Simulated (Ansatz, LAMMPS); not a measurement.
# Which site? a vacancy of Se in Zn44Se15S29 with crystalline order left by the classical run (88 atoms): runs compared

Aim: make a vacancy of Se at several sites of Zn44Se15S29 with crystalline order left by the classical run (88 atoms), relax each, and compare their energies.

Computed with Ansatz 0.2.0: Kohn-Sham DFT, PBE, PAW (set soft_2), plane waves.

### Step 1. The cell as built

The cell holds 88 atoms: 44 Zn, 15 Se and 29 S. Cell: a = 12.241 Å, b = 12.241 Å, c = 12.241 Å, α = 90.0°, β = 90.0°, γ = 90.0°. 88 atoms (44 Zn, 15 Se, 29 S) placed at random at 4.52 g/cm³, melted at 2500 K for 10 ps at fixed volume with the Stillinger-Weber II-VI potential (Zhou et al., Phys. Rev. B 88, 085309 (2013)). Quenched from 2500 K to 300 K at 3 K/ps and fixed volume, held 5 ps.

What the set-up can't give: The quench rate of 3 K/ps is orders of magnitude faster than experiment, which tends to freeze in extra defects. The network of bonds at the start is that of the classical potential that made the cell, and needn't be the one that DFT or experiment would give. Sampling is at Γ alone, for a cell whose shortest periodic width is 12 Å.

### Step 2. The reference run

The reference is a single point at the end of the relaxation.

Every defect cell starts from the geometry of this run and is relaxed in the fixed cell.

Its input, with most atom lines left out:

```yaml
crystal:
  lattice:
    - [12.2405, 0.0, 0.0]
    - [0.0, 12.2405, 0.0]
    - [0.0, 0.0, 12.2405]
  atoms:
    - { symbol: Zn, position: [0.94073, 0.88558, 0.84837] }
    - { symbol: Zn, position: [0.21698, 0.86121, 0.92079] }
    - { symbol: Zn, position: [0.73499, 0.92197, 0.62288] }
    - { symbol: Zn, position: [0.86711, 0.05859, 0.1197] }
    - { symbol: Zn, position: [0.56806, 0.12406, 0.16861] }
    - { symbol: Zn, position: [0.31003, 0.2227, 0.6487] }
    - { symbol: Zn, position: [0.24127, 0.59482, 0.13281] }
    [... atom lines 8 to 88 left out ...]
kpoints:
  mp_grid: { grid: [1, 1, 1] }
hamiltonian:
  xc: pbe
scf:
  occupations: { method: gaussian, width: 0.025 }
output:
  forces: true
  stress: true
  populations: true
  dos:
    method: { smearing: { sigma: 0.08 } }
    de: 0.1
    projected: { site_lists: { S: [S], Se: [Se], Zn: [Zn] } }
  eigenvalues: true
  write_density: true
  write_potential: true
  volumetric_format: npy
  elf: true
```

* free energy per atom: -2889.6779 eV/atom
* r.m.s. force component: 0.00959 eV/Å
* pressure: 2.165 GPa

Filled and empty levels are parted by 1.15 eV (at Γ alone); a semilocal functional tends to put such gaps too low. In a disordered cell it changes from sample to sample, and tail or defect levels can set it.

### Step 3. The runs

Each row is one run, on 4 threads of AMD EPYC 9B45 (Zen 5), shared host. The free energy is the program's total, comparable only between runs with the same functional, potentials and atoms.

| run | atoms | outcome | ionic steps, all passes | free energy (eV) | time | host memory (GiB) |
| --- | --- | --- | --- | --- | --- | --- |
| Single point at the start | 88 | converged | - | -254287.165 | 11 s | 2.9 |
| Relaxation | 88 | converged | 31 | -254291.659 | 3.6 min | 3.0 |
| Single point at the relaxed geometry | 88 | converged | - | -254291.659 | 16 s | 3.0 |
| Vacancy of Se, site Se55 | 87 | converged | 14 | -248821.552 | 2.4 min | 3.0 |
| Vacancy of Se, site Se46 | 87 | converged | 10 | -248820.052 | 1.7 min | 3.0 |
| Vacancy of Se, site Se51 | 87 | converged | 13 | -248820.295 | 2.2 min | 3.0 |
| Vacancy of Se, site Se54 | 87 | converged | 9 | -248820.660 | 97 s | 3.0 |
| Vacancy of Se, site Se49 | 87 | converged | 12 | -248820.133 | 2.1 min | 3.0 |
| Vacancy of Se, site Se57 | 87 | converged | 10 | -248821.323 | 1.7 min | 3.0 |

The surroundings of site Se55, the cheapest one, after relaxation: 13 atoms, nearest first, with positions taken from that point. Atoms keep their numbers of the cell before the removal, where the removed atom was number 55.

| atom | x | y | z | distance (Å) | bonds |
| --- | --- | --- | --- | --- | --- |
| Zn15 | 0.09 | -0.15 | -1.23 | 1.25 | 3 |
| Zn8 | 1.83 | 0.25 | 0.74 | 1.99 | 3 |
| Zn3 | 0.39 | -2.04 | 0.53 | 2.14 | 3 |
| S85 | 0.21 | 2.60 | -1.56 | 3.04 | 4 |
| Zn9 | -1.77 | 1.27 | 2.13 | 3.05 | 3 |
| S65 | -2.02 | 0.10 | -2.36 | 3.11 | 4 |
| S74 | 1.12 | -1.22 | 2.64 | 3.12 | 4 |
| Zn10 | -2.09 | 2.34 | -1.73 | 3.58 | 4 |
| S69 | -2.82 | 2.42 | 0.57 | 3.76 | 4 |
| Se57 | 1.01 | -1.60 | -3.27 | 3.78 | 4 |
| S61 | 3.79 | -0.22 | -0.60 | 3.84 | 4 |
| S80 | -1.31 | -3.58 | 0.96 | 3.93 | 4 |
| S60 | 1.90 | -3.41 | -0.67 | 3.96 | 4 |

The column of bonds counts only the pairs Zn-S within 3.02 Å, Zn-Se within 2.98 Å; other neighbours, such as metal atoms beside each other in a compound, aren't counted, and periodic images can show an atom twice.

### Step 4. The sites compared

All these cells hold the same atoms, so their energies can be compared with no chemical potential.

| site | neighbours | mean distance (Å) | atoms within 6 Å | energy over the best site (eV) | before relaxation (eV) | gain on relaxing (eV) |
| --- | --- | --- | --- | --- | --- | --- |
| Se55 | Zn4 | 2.44 | 44 | 0.00 | 0.37 | 1.69 |
| Se57 | Zn4 | 2.48 | 42 | 0.23 | 0.00 | 1.09 |
| Se54 | Zn4 | 2.49 | 44 | 0.89 | 0.77 | 1.20 |
| Se51 | Zn4 | 2.46 | 42 | 1.26 | 0.86 | 0.92 |
| Se49 | Zn4 | 2.45 | 42 | 1.42 | 0.88 | 0.77 |
| Se46 | Zn4 | 2.46 | 43 | 1.50 | 0.95 | 0.77 |

Neighbours are those of the relaxed host within 3.02 Å (Zn-Se); other pairs aren't counted.

### Step 5. Findings

The cheapest site is Se55 (4 neighbours, Zn4); the dearest, Se46 (4 neighbours, Zn4), costs 1.5 eV more. Over 6 sites the energy shows no clear trend with the mean distance to neighbours. Relaxation changes the order: the best site before relaxing was Se57.

**Limits.** Defects are neutral and interact with their images. In a disordered cell the relaxation can also rearrange atoms far from the site. Only 6 of the 15 Se sites were tried; unless symmetry makes the others alike to these, a cheaper one may exist. The pressure of 2.2 GPa shows the cell to be compressed for this functional.

The DFT runs together took 16 min of wall time.

[Logs are printed without paths, hosts, clocks, repeated set-up lines and the standing remarks that a program may print on its own settings, such as how far it seeks lower states.]

[Hosts, paths, dates, database ids (printed as entryN), source tags and the programs' standing remarks are cut or masked in the printed files.]
